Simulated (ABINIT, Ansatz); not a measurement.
# DyAl3 (Pm-3m): zone-centre phonons, part 3 of 3

Aim: the zone-centre modes of DyAl3 (Pm-3m).

ABINIT 10.8.3; DFT PBEsol, scalar-relativistic, plane waves, PseudoDojo norm-conserving, 4f in core pseudopotentials (the lanthanide files made for PBE).

So far. Step 4 (Ground state): The cell stands at -0.73 GPa: the relaxation ran with a smoothed and higher cutoff, and the difference is a stress of the finite basis. Step 5 (Linear response at Γ): The acoustic modes at Γ come out as far as 2.9 cm⁻¹ from zero, where they should vanish, a small numerical error. The relaxed cell has a = 4.209 Å (conventional setting).

### Step 6. Zone-centre analysis

anaddb reads the merged derivatives and imposes the acoustic sum rule.

Input file anaddb.abi:

```
ddb_filepath "gamma_DDB"
output_file "anaddb.abo"
outdata_prefix "anaddb"
asr 1
chneut 1
enunit 2
eivec 1
nph1l 1
qph1l 0.0 0.0 0.0 1.0
```

Input file mrgddb.in:

```
gamma_DDB
merged
2
dfpt_gammao_DDB
gso_DDB
```

Launch:

```sh
mrgddb < mrgddb.in > mrgddb.log
OMP_NUM_THREADS=1 anaddb anaddb.abi > anaddb.log
```

Numbers of over 12 decimals in the logs are rounded to 6 here.

anaddb.abo, the main output file:

```text
-outvars_anaddb: echo values of input variables ----------------------

 Miscellaneous information :
      enunit         2
       eivec         1
         asr         1
 First list of wavevector (reduced coord.) :
       nph1l         1
       qph1l
                     0.00000000E+00  0.00000000E+00  0.00000000E+00    1.000E+00

================================================================================

 read the DDB information and perform some checks

  ==== Info on the Cryst% object ====
 Real(R)+Recip(G) space primitive vectors, cartesian coordinates (Bohr,Bohr^-1):
 R(1)=  7.9542812  0.0000000  0.0000000  G(1)=  0.1257185  0.0000000  0.0000000
 R(2)=  0.0000000  7.9542812  0.0000000  G(2)=  0.0000000  0.1257185  0.0000000
 R(3)=  0.0000000  0.0000000  7.9542812  G(3)=  0.0000000  0.0000000  0.1257185
 Unit cell volume ucvol=  5.0327206E+02 bohr^3
 Angles (23,13,12)=  9.00000000E+01  9.00000000E+01  9.00000000E+01 degrees
 Time-reversal symmetry is present
 Reduced atomic positions [iatom, xred, symbol]:
    1)    0.0000000  0.0000000  0.0000000  Dy
    2)    0.0000000  0.5000000  0.5000000  Al
    3)    0.5000000  0.0000000  0.5000000  Al
    4)    0.5000000  0.5000000  0.0000000  Al

 DDB file with 3 blocks has been read.

================================================================================

 Treat the first list of vectors

  Phonon wavevector (reduced coordinates) :  0.00000  0.00000  0.00000
 Phonon energies in Hartree :
   0.000000E+00  0.000000E+00  0.000000E+00  8.204843E-04  8.204843E-04
   8.204843E-04  1.145166E-03  1.145166E-03  1.145166E-03  1.286393E-03
   1.286393E-03  1.286393E-03
 Phonon energies in meV     :
-  0.000000E+00  0.000000E+00  0.000000E+00  2.232651E+01  2.232651E+01
-  2.232651E+01  3.116155E+01  3.116155E+01  3.116155E+01  3.500453E+01
-  3.500453E+01  3.500453E+01
 Phonon frequencies in cm-1    :
-  0.000000E+00  0.000000E+00  0.000000E+00  1.800755E+02  1.800755E+02
-  1.800755E+02  2.513348E+02  2.513348E+02  2.513348E+02  2.823305E+02
-  2.823305E+02  2.823305E+02
 Phonon frequencies in Thz     :
-  0.000000E+00  0.000000E+00  0.000000E+00  5.398527E+00  5.398527E+00
-  5.398527E+00  7.534828E+00  7.534828E+00  7.534828E+00  8.464057E+00
-  8.464057E+00  8.464057E+00
 Phonon energies in Kelvin  :
-  0.000000E+00  0.000000E+00  0.000000E+00  2.590884E+02  2.590884E+02
-  2.590884E+02  3.616147E+02  3.616147E+02  3.616147E+02  4.062106E+02
-  4.062106E+02  4.062106E+02

 Eigendisplacements
 (will be given, for each mode : in cartesian coordinates
   for each atom the real part of the displacement vector,
   then the imaginary part of the displacement vector - absolute values smaller than 1.0d-7 are set to zero)
  Mode number    1   Energy    0.000000E+00
 Attention : low frequency mode.
   (Could be unstable or acoustic mode)
-  1  0.00000000E+00  0.00000000E+00  1.50113537E-03
-     0.00000000E+00  0.00000000E+00  0.00000000E+00
-  2  0.00000000E+00  0.00000000E+00  1.50113538E-03
-     0.00000000E+00  0.00000000E+00  0.00000000E+00
-  3  0.00000000E+00  0.00000000E+00  1.50113538E-03
-     0.00000000E+00  0.00000000E+00  0.00000000E+00
-  4  0.00000000E+00  0.00000000E+00  1.50113542E-03
-     0.00000000E+00  0.00000000E+00  0.00000000E+00
  Mode number    2   Energy    0.000000E+00
 Attention : low frequency mode.
   (Could be unstable or acoustic mode)
-  1  0.00000000E+00 -1.50113537E-03  0.00000000E+00
-     0.00000000E+00  0.00000000E+00  0.00000000E+00
-  2  0.00000000E+00 -1.50113538E-03  0.00000000E+00
-     0.00000000E+00  0.00000000E+00  0.00000000E+00
-  3  0.00000000E+00 -1.50113542E-03  0.00000000E+00
-     0.00000000E+00  0.00000000E+00  0.00000000E+00
-  4  0.00000000E+00 -1.50113538E-03  0.00000000E+00
-     0.00000000E+00  0.00000000E+00  0.00000000E+00
  Mode number    3   Energy    0.000000E+00
 Attention : low frequency mode.
   (Could be unstable or acoustic mode)
-  1  1.50113537E-03  0.00000000E+00  0.00000000E+00
-     0.00000000E+00  0.00000000E+00  0.00000000E+00
-  2  1.50113542E-03  0.00000000E+00  0.00000000E+00
-     0.00000000E+00  0.00000000E+00  0.00000000E+00
-  3  1.50113538E-03  0.00000000E+00  0.00000000E+00
-     0.00000000E+00  0.00000000E+00  0.00000000E+00
-  4  1.50113538E-03  0.00000000E+00  0.00000000E+00
-     0.00000000E+00  0.00000000E+00  0.00000000E+00
  Mode number    4   Energy    8.204843E-04
-  1  0.00000000E+00  0.00000000E+00  7.72011643E-04
-     0.00000000E+00  0.00000000E+00  0.00000000E+00
-  2  0.00000000E+00  0.00000000E+00 -2.89155367E-04
-     0.00000000E+00  0.00000000E+00  0.00000000E+00
-  3  0.00000000E+00  0.00000000E+00 -2.89155367E-04
-     0.00000000E+00  0.00000000E+00  0.00000000E+00
-  4  0.00000000E+00  0.00000000E+00 -4.07123459E-03
-     0.00000000E+00  0.00000000E+00  0.00000000E+00
  Mode number    5   Energy    8.204843E-04
-  1  0.00000000E+00  7.72011643E-04  0.00000000E+00
-     0.00000000E+00  0.00000000E+00  0.00000000E+00
-  2  0.00000000E+00 -2.89155367E-04  0.00000000E+00
-     0.00000000E+00  0.00000000E+00  0.00000000E+00
-  3  0.00000000E+00 -4.07123459E-03  0.00000000E+00
-     0.00000000E+00  0.00000000E+00  0.00000000E+00
-  4  0.00000000E+00 -2.89155367E-04  0.00000000E+00
-     0.00000000E+00  0.00000000E+00  0.00000000E+00
  Mode number    6   Energy    8.204843E-04
-  1  7.72011643E-04  0.00000000E+00  0.00000000E+00
-     0.00000000E+00  0.00000000E+00  0.00000000E+00
-  2 -4.07123459E-03  0.00000000E+00  0.00000000E+00
-     0.00000000E+00  0.00000000E+00  0.00000000E+00
-  3 -2.89155367E-04  0.00000000E+00  0.00000000E+00
-     0.00000000E+00  0.00000000E+00  0.00000000E+00
-  4 -2.89155367E-04  0.00000000E+00  0.00000000E+00
-     0.00000000E+00  0.00000000E+00  0.00000000E+00
  Mode number    7   Energy    1.145166E-03
-  1  0.00000000E+00  0.00000000E+00  0.00000000E+00
-     0.00000000E+00  0.00000000E+00  0.00000000E+00
-  2  0.00000000E+00  1.41379788E-07  3.18839113E-03
-     0.00000000E+00  0.00000000E+00  0.00000000E+00
-  3  0.00000000E+00  0.00000000E+00 -3.18839113E-03
-     0.00000000E+00  0.00000000E+00  0.00000000E+00
-  4  0.00000000E+00 -1.41379788E-07  0.00000000E+00
-     0.00000000E+00  0.00000000E+00  0.00000000E+00
  Mode number    8   Energy    1.145166E-03
-  1  0.00000000E+00  0.00000000E+00  0.00000000E+00
-     0.00000000E+00  0.00000000E+00  0.00000000E+00
-  2  0.00000000E+00  3.18839112E-03 -1.41378233E-07
-     0.00000000E+00  0.00000000E+00  0.00000000E+00
-  3  1.71496105E-07  0.00000000E+00  1.41378233E-07
-     0.00000000E+00  0.00000000E+00  0.00000000E+00
-  4 -1.71496105E-07 -3.18839112E-03  0.00000000E+00
-     0.00000000E+00  0.00000000E+00  0.00000000E+00
  Mode number    9   Energy    1.145166E-03
-  1  0.00000000E+00  0.00000000E+00  0.00000000E+00
-     0.00000000E+00  0.00000000E+00  0.00000000E+00
-  2  0.00000000E+00  1.71494823E-07  0.00000000E+00
-     0.00000000E+00  0.00000000E+00  0.00000000E+00
-  3 -3.18839113E-03  0.00000000E+00  0.00000000E+00
-     0.00000000E+00  0.00000000E+00  0.00000000E+00
-  4  3.18839113E-03 -1.71494823E-07  0.00000000E+00
-     0.00000000E+00  0.00000000E+00  0.00000000E+00
  Mode number   10   Energy    1.286393E-03
-  1  0.00000000E+00  0.00000000E+00  7.25580441E-04
-     0.00000000E+00  0.00000000E+00  0.00000000E+00
-  2  0.00000000E+00  0.00000000E+00 -2.79800281E-03
-     0.00000000E+00  0.00000000E+00  0.00000000E+00
-  3  0.00000000E+00  0.00000000E+00 -2.79800281E-03
-     0.00000000E+00  0.00000000E+00  0.00000000E+00
-  4  0.00000000E+00  0.00000000E+00  1.22609842E-03
-     0.00000000E+00  0.00000000E+00  0.00000000E+00
  Mode number   11   Energy    1.286393E-03
-  1  0.00000000E+00  7.25580440E-04  0.00000000E+00
-     0.00000000E+00  0.00000000E+00  0.00000000E+00
-  2  0.00000000E+00 -2.79800281E-03  0.00000000E+00
-     0.00000000E+00  0.00000000E+00  0.00000000E+00
-  3  0.00000000E+00  1.22609842E-03  0.00000000E+00
-     0.00000000E+00  0.00000000E+00  0.00000000E+00
-  4  0.00000000E+00 -2.79800281E-03  0.00000000E+00
-     0.00000000E+00  0.00000000E+00  0.00000000E+00
  Mode number   12   Energy    1.286393E-03
-  1  7.25580440E-04  0.00000000E+00  0.00000000E+00
-     0.00000000E+00  0.00000000E+00  0.00000000E+00
-  2  1.22609842E-03  0.00000000E+00  0.00000000E+00
-     0.00000000E+00  0.00000000E+00  0.00000000E+00
-  3 -2.79800281E-03  0.00000000E+00  0.00000000E+00
-     0.00000000E+00  0.00000000E+00  0.00000000E+00
-  4 -2.79800281E-03  0.00000000E+00  0.00000000E+00
-     0.00000000E+00  0.00000000E+00  0.00000000E+00

 Analysis of degeneracies and characters (maximum tolerance=1.00E-06 a.u.)
 For each vibration mode, or group of modes if degenerate,
 the characters are given for each symmetry operation (see the list in the log file).
 Symmetry characters of vibration mode #   1
       degenerate with vibration modes #   2 to    3
  3.0 -3.0 -1.0  1.0 -1.0  1.0 -1.0  1.0  1.0 -1.0 -1.0  1.0  1.0 -1.0 -1.0  1.0
  0.0 -0.0 -0.0  0.0 -0.0  0.0 -0.0  0.0  1.0 -1.0 -1.0  1.0 -1.0  1.0  1.0 -1.0
  0.0 -0.0 -0.0  0.0 -0.0  0.0 -0.0  0.0  1.0 -1.0  1.0 -1.0 -1.0  1.0 -1.0  1.0
 Symmetry characters of vibration mode #   4
       degenerate with vibration modes #   5 to    6
  3.0 -3.0 -1.0  1.0 -1.0  1.0 -1.0  1.0  1.0 -1.0 -1.0  1.0  1.0 -1.0 -1.0  1.0
  0.0 -0.0  0.0 -0.0 -0.0  0.0 -0.0  0.0  1.0 -1.0 -1.0  1.0 -1.0  1.0  1.0 -1.0
  0.0 -0.0 -0.0  0.0 -0.0  0.0  0.0 -0.0  1.0 -1.0  1.0 -1.0 -1.0  1.0 -1.0  1.0
 Symmetry characters of vibration mode #   7
       degenerate with vibration modes #   8 to    9
  3.0 -3.0 -1.0  1.0 -1.0  1.0 -1.0  1.0 -1.0  1.0  1.0 -1.0 -1.0  1.0  1.0 -1.0
  0.0 -0.0  0.0 -0.0 -0.0  0.0 -0.0  0.0 -1.0  1.0  1.0 -1.0  1.0 -1.0 -1.0  1.0
  0.0 -0.0 -0.0  0.0 -0.0  0.0  0.0 -0.0 -1.0  1.0 -1.0  1.0  1.0 -1.0  1.0 -1.0
 Symmetry characters of vibration mode #  10
       degenerate with vibration modes #  11 to   12
  3.0 -3.0 -1.0  1.0 -1.0  1.0 -1.0  1.0  1.0 -1.0 -1.0  1.0  1.0 -1.0 -1.0  1.0
 -0.0  0.0 -0.0  0.0  0.0 -0.0  0.0 -0.0  1.0 -1.0 -1.0  1.0 -1.0  1.0  1.0 -1.0
 -0.0  0.0  0.0 -0.0  0.0 -0.0 -0.0  0.0  1.0 -1.0  1.0 -1.0 -1.0  1.0 -1.0  1.0
-
```

The job ended after 0.54 s (1 thread of Arm Neoverse V1, shared host).

No LO-TO term; unit eigenvectors of the mass-weighted matrix, from anaddb's displacements. Modes at Γ, with each element's share of the kinetic energy:

```csv
mode,frequency (cm⁻¹),symmetry,Dy %,Al %
1,0.0,acoustic,67,33
2,0.0,acoustic,67,33
3,0.0,acoustic,67,33
4,180.1,T1u,18,82
5,180.1,T1u,18,82
6,180.1,T1u,18,82
7,251.3,T2u,0,100
8,251.3,T2u,0,100
9,251.3,T2u,0,100
10,282.3,T1u,16,84
11,282.3,T1u,16,84
12,282.3,T1u,16,84
```

Displacements in mode 4 (180.1 cm⁻¹), the largest set to 1:
```
Dy1  0.00  0.00  0.19
Al2  0.00  0.00 -0.07
Al3  0.00  0.00 -0.07
Al4  0.00  0.00 -1.00
```

Displacements in mode 10 (282.3 cm⁻¹), the largest set to 1:
```
Dy1  0.00  0.00  0.26
Al2  0.00  0.00 -1.00
Al3  0.00  0.00 -1.00
Al4  0.00  0.00  0.44
```

The rule moves no optical mode by more than 0.1 cm⁻¹.

### Step 7. A second program

A second program on the same cell, potentials, cutoff and meshes tests the implementation of the phonon response, not its convergence.

This step: DFT PBEsol, scalar-relativistic, plane waves, norm-conserving pseudopotentials, 4f in core (Ansatz 0.2.0).

Input file input.yaml:

```yaml
crystal:
  lattice:
    - [4.2092243445, 0.0, 0.0]
    - [0.0, 4.2092243445, 0.0]
    - [0.0, 0.0, 4.2092243445]
  atoms:
    - { symbol: Dy, position: [0.0, 0.0, 0.0] }
    - { symbol: Al, position: [0.0, 0.5, 0.5] }
    - { symbol: Al, position: [0.5, 0.0, 0.5] }
    - { symbol: Al, position: [0.5, 0.5, 0.0] }
kpoints:
  mp_grid: { grid: [8, 8, 8] }
hamiltonian:
  xc: pbesol
  pseudopotentials:
    kind: nc
    azcp: { Dy: "pseudopotentials/pbe/nc/lanthanide_3plus/Dy.nc.azcp" }
    accuracy: standard
scf:
  occupations: { method: methfessel_paxton, width: 0.27211 }
output:
  eigenvalues: true
basis:
  ecutwfc: 517.016
phonons:
  method: dfpt
```

Launch:

```sh
ansatz run input.yaml --threads 4 --pin off --max-ram 8192MiB --backend cpu --events-out ev --progress --plain --runs-dir out
```

The program printed:

```text
Warning: basis.ecutwfc = 517.016 eV is below the records' recommended 625.861884 eV, and the density's cutoff is lower with it unless basis.ecutrho_ratio is high enough to keep the records' density cutoff: compare with a run at a higher cutoff
Warning: <dir> the record states the generating functional pbe (its physics header spells it `PBE`), which answers neither for hamiltonian.xc's functional nor for the pbesol family's — results may be inconsistent (PPs are generated against a specific XC)
zone centre: on kpoints.mp_grid the ground state, and the responses unless they are solved on pairs of k-points, stand on 125 of the mesh's 512 k-points, reduced under 8 symmetry operations, with k and −k counted as one. Each operation leaves every solved displacement unchanged or reverses it
Engine: ansatz 0.2.0, aarch64-unknown-linux-gnu
Pseudopotentials: kind: nc
Pseudopotential: Dy, nc, valence charge 11, recommended cutoff 625.861884 eV (normal), <dir>
Pseudopotential: Al, nc, valence charge 3, recommended cutoff 544.227725 eV (normal), Al.nc.azcp (PseudoDojo's, or run here from an input of PseudoDojo's; its table is named by hamiltonian.pseudopotentials.accuracy)
Functional definition: PBEsol
  exchange = pbesol_x
  correlation = pbesol_c
Crystal: 4 atoms, lattice volume = 74.577 Å³
Basis set: ecut = 517.016 eV, 1935 PW (Γ), exchange–correlation on 64×64×64 points (8 copies of the dense FFT grid, shifted against one another)
Bands: 14, of which v1, the nominal top of the filled ones, is band 10 counted from 1 (9 counted from 0)
Symmetry: 48 space group operations
k-points: 125 of 512 (irreducible under 8 space group operations)
Non-local potential: Dy, projectors of the file, l = 0: 2, l = 1: 2, l = 2: 2, l = 3: 1
Non-local potential: Al, projectors of the file, l = 0: 2, l = 1: 2, l = 2: 2
Initial density: superposition of atomic densities (chi_scale 0.1, normalization cell, long waves kept (reshape's long-wave potential 0.00 eV rms))
Initial wavefunctions: pseudopotential atomic-orbital guess
Functional: x = pbesol(κ = 0.804, μ = 0.123457), c = pbesol(β = 0.046)
SCF iter   1: F=—  HF=-1369.953566 eV  |F-HF|=—  |Δ(HF+E_count)|=         —  Δρ=2.68e-2  dr2=1.18e0  ethr=3.10e-3  ⟨swp⟩=6.9  Hψ=11553  notcnv=0
preconditioner: auto → Kerker (q_TF=auto, 2.191 Å⁻¹)  [metal: Δε(μ)=0.141 eV  Ē_g=5.678 eV  σ=0.272 eV  W_gap=0.42  n_scr=18 (ndim 8)  ℏωp=14.9 eV  f_vac=0.000  D(μ)=1.05/eV (n_scr^D=6)]
SCF iter   2: F=—  HF=-1369.713644 eV  |F-HF|=—  |Δ(HF+E_count)|=   2.40e-1  S|Δr|=    0.00e0  Δρ=1.65e-2  dr2=4.41e-1  ethr=3.10e-3  ⟨swp⟩=1.3  Hψ=2848  notcnv=0
SCF iter   3: F=—  HF=-1369.583096 eV  |F-HF|=—  |Δ(HF+E_count)|=   1.31e-1  S|Δr|=    0.00e0  Δρ=2.18e-3  dr2=4.75e-3  ethr=2.21e-3  ⟨swp⟩=2.3  Hψ=3026  notcnv=0
SCF iter   4: F=—  HF=-1369.578946 eV  |F-HF|=—  |Δ(HF+E_count)|=   4.15e-3  S|Δr|=    0.00e0  Δρ=8.28e-4  dr2=1.07e-3  ethr=2.37e-5  ⟨swp⟩=3.1  Hψ=4214  notcnv=0
SCF iter   5: F=—  HF=-1369.578601 eV  |F-HF|=—  |Δ(HF+E_count)|=   3.44e-4  S|Δr|=    0.00e0  Δρ=1.70e-4  dr2=5.98e-5  ethr=5.33e-6  ⟨swp⟩=2.6  Hψ=2910  notcnv=0
SCF iter   6: F=—  HF=-1369.578579 eV  |F-HF|=—  |Δ(HF+E_count)|=   2.21e-5  S|Δr|=    0.00e0  Δρ=3.66e-5  dr2=2.51e-6  ethr=2.99e-7  ⟨swp⟩=2.6  Hψ=3162  notcnv=0
SCF iter   7: F=—  HF=-1369.578579 eV  |F-HF|=—  |Δ(HF+E_count)|=   7.48e-7  S|Δr|=    0.00e0  Δρ=7.26e-6  dr2=1.33e-7  ethr=1.25e-8  ⟨swp⟩=2.8  Hψ=3348  notcnv=0
SCF iter   8: F=—  HF=-1369.578580 eV  |F-HF|=—  |Δ(HF+E_count)|=   9.80e-7  S|Δr|=    0.00e0  Δρ=1.01e-6  dr2=1.48e-9  ethr=6.64e-10  ⟨swp⟩=2.9  Hψ=3197  notcnv=0
SCF iter   9: F=—  HF=-1369.578580 eV  |F-HF|=—  |Δ(HF+E_count)|=  7.49e-10  S|Δr|=    0.00e0  Δρ=1.24e-7  dr2=1.08e-11  ethr=7.39e-12  ⟨swp⟩=3.3  Hψ=3746  notcnv=0
SCF iter  10: F=-1369.578580 eV  HF=-1369.578580 eV  |F-HF|=2.27e-13  |Δ(HF+E_count)|=  3.41e-12  S|Δr|=    0.00e0  Δρ=1.90e-8  dr2=3.45e-13  ethr=1.00e-12  ⟨swp⟩=9.4  Hψ=11776  notcnv=0
SCF 1 converged in 10 iterations: F = -1369.578580 eV  dr2 = 3.45e-13
DFPT response loops at Γ: preconditioner auto → Kerker (q_TF=auto, 2.191 Å⁻¹) (partly filled bands, converged f_vac=0.000); β = 1.00, the filter's whole step (`scf.mixing.beta` (0.50) is not read by the response loops under this deck's `scf.mixing.preconditioner`; to damp them name `kerker` or `kerker_dos`, under which they read `scf.mixing.beta`, and type it under 1.00, their step now; both keys bind the ground state too); Broyden in place of MSR1
SCF converged after 10 iterations
Stability not checked: this state was not tested for a lower state beside it, because cold or Methfessel-Paxton smearing, or corrected tetrahedra, fill the levels in a way that the test cannot read (fill_not_monotonic; see scf.lower_state_search)
Free energy (F): -1369.578580 eV
Harris-Foulkes:  -1369.578580 eV  (|F-HF|=2.27e-13)
Internal energy: -1369.572284 eV  (E = F + TS)
E sigma→0 (E₀):  -1369.577006 eV
Entropy (-TS):   -0.006295 eV (-1.574 meV/atom)
Fermi energy:    9.459950 eV
--- Per-component energies (eV) ---
  E_band       = -81.756639
  E_kinetic    = 360.707934
  E_local      = -658.482388  (includes V_loc(G=0)·N_el)
  E_nonlocal   = 57.775674
  E_hartree    = 224.923037
  E_xc         = -385.137231
  E_vxc        = -291.603919  (∫ρ·V_xc dr)
  E_ewald      = -969.359310
  E_smearing   = -0.006295  (= −TS)
  E_closure    = 0.000000  (closes the sum)
  Σ components = -1369.578580   (vs F -1369.578580, Δ=0.00e0)
--- Band table (eV; the first three rows and the last of 125) ---
  k-point 0: bands = [... 6 lower, 6.4954, 8.0920, 8.0920, 8.0920, 11.0264, 11.2174, 11.2174, 11.2174]
  k-point 1: bands = [... 6 lower, 6.6103, 8.0248, 8.0248, 8.3736, 11.0600, 11.0600, 11.2862, 11.6530]
  k-point 2: bands = [... 6 lower, 6.9417, 7.8532, 7.8532, 9.1068, 10.8876, 10.8876, 11.4192, 11.4679]
  k-point 124: bands = [... 6 lower, 4.4896, 5.2846, 7.4082, 7.4082, 7.4082, 10.9158, 13.5069, 13.5069]
--- Phonons (Γ-DFPT): 3 representative perturbations + reference, on 125 of 512 k-points (Σ response iterations 9) ---
  k mesh reduced under 8 symmetry operations, with k and −k counted as one. Each operation leaves every solved displacement unchanged or reverses it
  ASR residual: 3.180e-5 → 0.000e0 eV/Å²; symmetrization residual: 2.371e-6 eV/Å²
  ASR residual per site (eV/Å²): 3.18e-5 9.39e-6 9.39e-6 9.39e-6
  Γ frequencies (cm⁻¹): 0.00 0.00 0.00 180.07 180.07 180.07 251.34 251.34 251.34 282.34 282.34 282.34
  non-analytic LO–TO correction: not included (Born effective charges unavailable; polar crystals: no LO–TO splitting at Γ)
```

Run time: 14 s. Hardware: 4 threads; peak memory 0.96 GiB; 53 s of CPU time.

Read from the output:

| Quantity | Value |
| --- | --- |
| sum-rule residual before enforcement | 3.18e-5 eV/Å² |

### Step 8. Side by side: ABINIT PseudoDojo and Ansatz, PseudoDojo

Worked out from the results:

```yaml
root_mean_square_difference: 0.01 cm⁻¹
largest_difference: 0.01 cm⁻¹
```

Frequencies side by side, by row:

```csv
q (reciprocal lattice),mode,ABINIT PseudoDojo (cm⁻¹),"Ansatz, PseudoDojo (cm⁻¹)"
0 0 0,1,0,0
0 0 0,2,0,0
0 0 0,3,0,0
0 0 0,4,180.1,180.1
0 0 0,5,180.1,180.1
0 0 0,6,180.1,180.1
0 0 0,7,251.3,251.3
0 0 0,8,251.3,251.3
0 0 0,9,251.3,251.3
0 0 0,10,282.3,282.3
0 0 0,11,282.3,282.3
0 0 0,12,282.3,282.3
```

At the zone centre the largest difference (acoustic modes at Γ apart) is 0.004 % of the highest mode.

### Step 9. Results

```
space group after relaxation                                           : Pm-3m
volume per atom                                                        : 18.6 Å³
highest optical zone-centre mode (no LO-TO term)                       : 282.3 cm⁻¹
lowest optical zone-centre mode                                        : 180.1 cm⁻¹
imaginary optical modes at the zone centre (no q mesh in this session) : none
largest difference from Ansatz, PseudoDojo                             : 0.01 cm⁻¹
```

At the PBEsol level the optical modes of DyAl3 (Pm-3m) at the zone centre run from 180 to 282 cm⁻¹. The base run prints -0.73 GPa, mostly the error of a finite basis; the relaxation, with a smoothed and higher cutoff, had brought the cell to rest. ABINIT PseudoDojo and Ansatz, PseudoDojo agree to 0.01 cm⁻¹ (0.004 % of the highest mode compared) on all solved modes but the acoustic ones at Γ, without the LO-TO term. These are harmonic frequencies at zero temperature: anharmonic shifts and linewidths and thermal expansion are left out. Spin-orbit coupling is left out, which can matter for the heavy elements here. In a metal the frequencies hang on the k mesh and the smearing, most of all near Kohn anomalies. The 4f electrons are frozen in the core as for a trivalent ion, in files made for PBE, so their moments and any magnetic order are left out. Ansatz warns that the cutoff lies 17 % under the one recommended for these files; agreement at one cutoff is not convergence. The structure comes from a database and need not be the phase that is stable at ambient conditions.

[Host names and launcher messages were left out of these logs when they were recorded.]

[Logs are printed without paths, hosts, clocks, repeated set-up lines and the standing remarks that a program may print on its own settings, such as how far it seeks lower states.]

[Hosts, paths, dates, database ids (printed as entryN), source tags and the programs' standing remarks are cut or masked in the printed files.]
